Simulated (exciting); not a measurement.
Two BSE runs for the S K edge of MoS2, space group P6_3/mmc. Run A: exciting, all-electron LAPW+lo, PBE, exchange and screened direct term (singlet BSE), 5×5×1 shifted k points, 47 conduction bands, |G+q| up to 3 bohr⁻¹, full RPA screening with nempty = 78, Lorentzian half width 0.45 eV. Run B differs in one setting: k mesh, kernel cutoff, basis, band set, screening or width.

Energy from the Kohn–Sham onset, core level to the lowest empty state found on the meshes used; one zero for both, scaled to A's maximum:

| E (eV) | A | B |
| --- | --- | --- |
| -5.5 | 0.01 | 0.03 |
| -5.0 | 0.01 | 0.04 |
| -4.5 | 0.02 | 0.05 |
| -4.0 | 0.02 | 0.06 |
| -3.5 | 0.03 | 0.07 |
| -3.0 | 0.03 | 0.09 |
| -2.5 | 0.05 | 0.12 |
| -2.0 | 0.07 | 0.16 |
| -1.5 | 0.13 | 0.22 |
| -1.0 | 0.28 | 0.31 |
| -0.5 | 0.77 | 0.40 |
| 0.0 | 0.88 | 0.44 |
| 0.5 | 0.55 | 0.41 |
| 1.0 | 0.42 | 0.36 |
| 1.5 | 0.32 | 0.30 |
| 2.0 | 0.25 | 0.25 |
| 2.5 | 0.18 | 0.20 |
| 3.0 | 0.10 | 0.17 |
| 3.5 | 0.07 | 0.14 |
| 4.0 | 0.06 | 0.13 |
| 4.5 | 0.08 | 0.13 |
| 5.0 | 0.11 | 0.14 |
| 5.5 | 0.14 | 0.15 |
| 6.0 | 0.16 | 0.17 |
| 6.5 | 0.20 | 0.18 |
| 7.0 | 0.22 | 0.19 |
| 7.5 | 0.23 | 0.20 |
| 8.0 | 0.23 | 0.21 |
| 8.5 | 0.23 | 0.21 |
| 9.0 | 0.22 | 0.21 |
| 9.5 | 0.22 | 0.21 |
| 10.0 | 0.24 | 0.21 |
| 10.5 | 0.27 | 0.21 |
| 11.0 | 0.23 | 0.20 |
| 11.5 | 0.19 | 0.18 |
| 12.0 | 0.16 | 0.17 |
| 12.5 | 0.16 | 0.16 |
| 13.0 | 0.16 | 0.16 |
| 13.5 | 0.15 | 0.15 |
| 14.0 | 0.15 | 0.14 |
| 14.5 | 0.12 | 0.13 |
| 15.0 | 0.11 | 0.13 |
| 15.5 | 0.11 | 0.13 |
| 16.0 | 0.11 | 0.13 |
| 16.5 | 0.14 | 0.14 |
| 17.0 | 0.15 | 0.14 |
| 17.5 | 0.16 | 0.15 |
| 18.0 | 0.16 | 0.15 |
| 18.5 | 0.19 | 0.15 |
| 19.0 | 0.18 | 0.15 |
| 19.5 | 0.16 | 0.14 |
| 20.0 | 0.15 | 0.14 |

The database entry behind the starting cell differs from later determinations by our own check (about 0.3 % long), so it need not match the best structure at ambient conditions.

Q: Which is the likeliest?

The half width (eV) from 0.45 to 1.35. Against run A the r.m.s. difference is 37 %. The highest maximum lies at 0.0 eV (0.44), against -0.2 eV (1.00). Only the width of each line changes; the area stays. A table step wider than the lines misses their tops. Other settings could leave a like mark; this is the change that was made.

[Hosts, paths, dates, database ids (printed as entryN), source tags and the programs' standing remarks are cut or masked in the printed files.]
